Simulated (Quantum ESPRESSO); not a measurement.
# Magnetic state of Ba2Fe2Se2OF2 from several starts, part 2 of 2

Does Ba2Fe2Se2OF2 prefer parallel or opposed moments?

Quantum ESPRESSO 7.5; LDA; plane waves with GBRV 1.5 LDA potentials, no spin-orbit coupling.

So far, absolute magnetization (μB): step 2 (run 1 (ferro ++)) 8.01.

## Step 3: Run 2 (antiferro +−)

pw.in reads:

```
&CONTROL
  calculation = 'scf'
  prefix = 'pwscf'
  outdir = './tmp'
  pseudo_dir = './pseudo'
  disk_io = 'nowf'
/
&SYSTEM
  ibrav = 0
  celldm(1) = 8
  nat = 9
  ntyp = 6
  ecutwfc = 40
  ecutrho = 280
  nbnd = 55
  occupations = 'smearing'
  smearing = 'fd'
  degauss = 0.00367493
  nspin = 2
  starting_magnetization(1) = 0
  starting_magnetization(2) = 0.25
  starting_magnetization(3) = -0.25
  starting_magnetization(4) = 0
  starting_magnetization(5) = 0
  starting_magnetization(6) = 0
/
&ELECTRONS
  conv_thr = 1.8d-08
  electron_maxstep = 150
  mixing_beta = 0.3
/
ATOMIC_SPECIES
Ba    137.3270 ba_lda_v1.uspp.F.UPF
Fe1    55.8450 fe_lda_v1.5.uspp.F.UPF
Fe2    55.8450 fe_lda_v1.5.uspp.F.UPF
Se     78.9710 se_lda_v1.uspp.F.UPF
O      15.9990 o_lda_v1.2.uspp.F.UPF
F      18.9984 f_lda_v1.4.uspp.F.UPF
CELL_PARAMETERS alat
  -0.4954153251472    0.4954153251472    2.3057020878090
   0.4954153251472   -0.4954153251472    2.3057020878090
   0.4954153251472    0.4954153251472   -2.3057020878090
ATOMIC_POSITIONS crystal
Ba      0.6694250000    0.6694250000    0.0000000000
Ba      0.3305750000    0.3305750000    0.0000000000
Fe1     0.0000000000    0.5000000000    0.5000000000
Fe2     0.5000000000    0.0000000000    0.5000000000
Se      0.0898200000    0.0898200000    0.0000000000
Se      0.9101800000    0.9101800000    0.0000000000
O       0.5000000000    0.5000000000    0.0000000000
F       0.2500000000    0.7500000000    0.5000000000
F       0.7500000000    0.2500000000    0.5000000000
K_POINTS automatic
6 6 6 0 0 0
```

Command:

```bash
> OMP_NUM_THREADS=1 mpirun -n 4 pw.x -nk 4 -in pw.in > pw.out
```

Output:

```text
[banner, memory and clock lines left out]
Program PWSCF v.7.5 starts

     Message from routine setup:
     using ibrav=0 with symmetry is DISCOURAGED, use correct ibrav instead

     bravais-lattice index     =            0
     lattice parameter (alat)  =       8.0000  a.u.
     unit-cell volume          =    1158.9695 (a.u.)^3
     number of atoms/cell      =            9
     number of atomic types    =            6
     number of electrons       =        84.00
     number of Kohn-Sham states=           55
     kinetic-energy cutoff     =      40.0000  Ry
     charge density cutoff     =     280.0000  Ry
     scf convergence threshold =      1.8E-08
     mixing beta               =       0.3000
     number of iterations used =            8  plain     mixing
     Exchange-correlation=  SLA  PZ   NOGX NOGC
                           (   1   1   0   0   0   0   0)

     celldm(1)=   8.000000  celldm(2)=   0.000000  celldm(3)=   0.000000
     celldm(4)=   0.000000  celldm(5)=   0.000000  celldm(6)=   0.000000

     crystal axes: (cart. coord. in units of alat)
               a(1) = (  -0.495415   0.495415   2.305702 )
               a(2) = (   0.495415  -0.495415   2.305702 )
               a(3) = (   0.495415   0.495415  -2.305702 )

     reciprocal axes: (cart. coord. in units 2 pi/alat)
               b(1) = (  0.000000  1.009254  0.216854 )
               b(2) = (  1.009254  0.000000  0.216854 )
               b(3) = (  1.009254  1.009254  0.000000 )

     PseudoPot. # 1 for Ba read from file:
     ba_lda_v1.uspp.F.UPF
     Pseudo is Ultrasoft + core correction, Zval = 10.0

     PseudoPot. # 2 for Fe read from file:
     fe_lda_v1.5.uspp.F.UPF
     Pseudo is Ultrasoft + core correction, Zval = 16.0

     PseudoPot. # 3 for Fe read from file:
     fe_lda_v1.5.uspp.F.UPF
     Pseudo is Ultrasoft + core correction, Zval = 16.0

     PseudoPot. # 4 for Se read from file:
     se_lda_v1.uspp.F.UPF
     Pseudo is Ultrasoft + core correction, Zval =  6.0

     PseudoPot. # 5 for O  read from file:
     o_lda_v1.2.uspp.F.UPF
     Pseudo is Ultrasoft + core correction, Zval =  6.0

     PseudoPot. # 6 for F  read from file:
     f_lda_v1.4.uspp.F.UPF
     Pseudo is Ultrasoft, Zval =  7.0

     atomic species   valence    mass     pseudopotential
     Ba               10.00   137.32700     Ba( 1.00)
     Fe1              16.00    55.84500     Fe( 1.00)
     Fe2              16.00    55.84500     Fe( 1.00)
     Se                6.00    78.97100     Se( 1.00)
     O                 6.00    15.99900     O ( 1.00)
     F                 7.00    18.99840     F ( 1.00)

     Starting magnetic structure
     atomic species   magnetization
     Ba              0.000
     Fe1             0.250
     Fe2            -0.250
     Se              0.000
     O               0.000
     F               0.000

      8 Sym. Ops., with inversion, found

   Cartesian axes

     site n.     atom                  positions (alat units)
         1        Ba     tau(   1) = (  -0.0000000   0.0000000   3.0869892  )
         2        Ba     tau(   2) = (   0.0000000  -0.0000000   1.5244149  )
         3        Fe1    tau(   3) = (   0.4954153   0.0000000   0.0000000  )
         4        Fe2    tau(   4) = (   0.0000000   0.4954153   0.0000000  )
         5        Se     tau(   5) = (  -0.0000000   0.0000000   0.4141963  )
         6        Se     tau(   6) = (  -0.0000000   0.0000000   4.1972079  )
         7        O      tau(   7) = (   0.0000000   0.0000000   2.3057021  )
         8        F      tau(   8) = (   0.4954153   0.0000000   1.1528510  )
         9        F      tau(   9) = (   0.0000000   0.4954153   1.1528510  )

     number of k points=    46  Fermi-Dirac smearing, width (Ry)=  0.0037
                       cart. coord. in units 2pi/alat
        k(    1) = (   0.0000000   0.0000000   0.0000000), wk =   0.0046296
        k(    2) = (   0.1682090   0.1682090   0.0000000), wk =   0.0185185
        k(    3) = (   0.3364181   0.3364181   0.0000000), wk =   0.0185185
        k(    4) = (  -0.5046271  -0.5046271   0.0000000), wk =   0.0092593
        k(    5) = (   0.1682090   0.0000000   0.0361423), wk =   0.0185185
        [... 41 further k-points ...]

     Dense  grid:    91755 G-vectors     FFT dimensions: ( 108, 108, 108)

     Smooth grid:    39539 G-vectors     FFT dimensions: (  80,  80,  80)

     Check: negative core charge=   -0.000013
     Generating pointlists ...
     new r_m :   0.2554 (alat units)  2.0436 (a.u.) for type    1
     new r_m :   0.2044 (alat units)  1.6349 (a.u.) for type    2
     new r_m :   0.2044 (alat units)  1.6349 (a.u.) for type    3
     new r_m :   0.2664 (alat units)  2.1310 (a.u.) for type    4
     new r_m :   0.2044 (alat units)  1.6349 (a.u.) for type    5
     new r_m :   0.2554 (alat units)  2.0436 (a.u.) for type    6

     Initial potential from superposition of free atoms

     starting charge      81.9744, renormalised to      84.0000

     negative rho (up, down):  1.004E-01 1.004E-01
     Starting wfcs are   72 randomized atomic wfcs

     Self-consistent Calculation

     iteration #  1     ecut=    40.00 Ry     beta= 0.30
     Davidson diagonalization with overlap
     ethr =  1.00E-02,  avg # of iterations =  4.6

     negative rho (up, down):  9.611E-02 9.611E-02

     total energy              =    -817.94076005 Ry
     estimated scf accuracy    <      88.42366196 Ry

     total magnetization       =     0.00 Bohr mag/cell
     absolute magnetization    =     0.76 Bohr mag/cell

     iteration #  2     ecut=    40.00 Ry     beta= 0.30
     Davidson diagonalization with overlap
     ethr =  1.00E-02,  avg # of iterations =  7.8

     negative rho (up, down):  7.130E-02 7.115E-02

     total energy              =    -832.00794163 Ry
     estimated scf accuracy    <     619.33840234 Ry

     total magnetization       =    -0.03 Bohr mag/cell
     absolute magnetization    =     0.19 Bohr mag/cell

     [... further iterations left out ...]

     iteration # 19     ecut=    40.00 Ry     beta= 0.30
     Davidson diagonalization with overlap
     ethr =  2.85E-11,  avg # of iterations =  4.0

     negative rho (up, down):  9.039E-02 9.039E-02

     total energy              =    -857.89334824 Ry
     estimated scf accuracy    <       0.00000004 Ry

     total magnetization       =    -0.00 Bohr mag/cell
     absolute magnetization    =     6.85 Bohr mag/cell

     iteration # 20     ecut=    40.00 Ry     beta= 0.30
     Davidson diagonalization with overlap
     ethr =  2.85E-11,  avg # of iterations =  1.0

     negative rho (up, down):  9.039E-02 9.039E-02

     Magnetic moment per site  (integrated on atomic sphere of radius R)
     atom   1 (R=0.255)  charge=  6.2463  magn= -0.0000
     atom   2 (R=0.255)  charge=  6.2463  magn= -0.0000
     atom   3 (R=0.204)  charge= 13.4225  magn=  3.0343
     atom   4 (R=0.204)  charge= 13.4224  magn= -3.0344
     atom   5 (R=0.266)  charge=  4.3715  magn=  0.0000
     atom   6 (R=0.266)  charge=  4.3715  magn=  0.0000
     atom   7 (R=0.204)  charge=  5.5951  magn=  0.0000
     atom   8 (R=0.255)  charge=  7.3505  magn= -0.0000
     atom   9 (R=0.255)  charge=  7.3505  magn= -0.0000

     End of self-consistent calculation

     [... lines left out ...]
     the Fermi energy is     9.4378 ev

!    total energy              =    -857.89334823 Ry
     estimated scf accuracy    <          7.0E-09 Ry
     smearing contrib. (-TS)   =      -0.00564221 Ry
     internal energy E=F+TS    =    -857.88770603 Ry

     The total energy is F=E-TS. E is the sum of the following terms:
     one-electron contribution =    -582.71267810 Ry
     hartree contribution      =     330.83590537 Ry
     xc contribution           =    -197.44757968 Ry
     ewald contribution        =    -408.56335361 Ry

     total magnetization       =    -0.00 Bohr mag/cell
     absolute magnetization    =     6.85 Bohr mag/cell

     convergence has been achieved in  20 iterations
```

It took 18 min on 4 MPI ranks of Arm Neoverse V1, shared host; peak memory 1.9 GiB; 74 min of CPU time.

Spin moment in the atom's sphere by atom:

| atom | spin moment in the atom's sphere (μB) |
| --- | --- |
| Ba1 | 0.00 |
| Ba2 | 0.00 |
| Fe3 | 3.03 |
| Fe4 | -3.03 |
| Se5 | 0.00 |
| Se6 | 0.00 |
| O7 | 0.00 |
| F8 | 0.00 |
| F9 | 0.00 |

Numbers from this step:

| Item | Value |
| --- | --- |
| smearing term TS | 0.07677 eV |
| magnetization | 0 μB |
| absolute magnetization | 6.849 μB |
| final state | antiferromagnetic |

## Step 4: Energies of the orders

An order is kept where moments of 0.15 μB or more survive with the typed signs; meshes match where a doubled cell samples the same k points as the first cell.

Orders:

| start | final state | typed order kept | energy over the lowest (meV a seeded atom) | largest site moment (μB) | net moment (μB a cell of the first run) | mesh matched | CPU time (s) |
| --- | --- | --- | --- | --- | --- | --- | --- |
| ferro ++ | ferromagnetic | yes | 0 | 3.224 | 7.984 | yes | 2577 |
| antiferro +- | antiferromagnetic | yes | 98.48 | 3.034 | 0 | yes | 4412 |

## Step 5: What came out

```yaml
lowest_state_found: ferromagnetic (from ferro ++)
largest_site_moment: 3.22 μB
next_state_with_moments: antiferromagnetic, 98.5 meV a seeded atom higher
```

**Reading.** This is the lowest of 2 collinear or spinless starts, no proof of the ground state. No Hubbard term acts here. In such compounds local and semilocal functionals without one often delocalise the d electrons, and can shrink or lose moments and miss the size, sign and order of the couplings. The smearing term is large for its width, so states at the Fermi level are partly filled: at this level the cell is a metal or has a gap of a few widths at most.

[Logs and program files are shortened in this print: banners, set-up blocks, solver, clock and traceback lines can be left out without a mark of their own.]

[Logs are printed without paths, hosts, clocks, repeated set-up lines and the standing remarks that a program may print on its own settings, such as how far it seeks lower states.]

[Hosts, paths, dates, database ids (printed as entryN), source tags and the programs' standing remarks are cut or masked in the printed files.]

[Where a cell is said to come from a database of computed structures, the database is the Materials Project.]
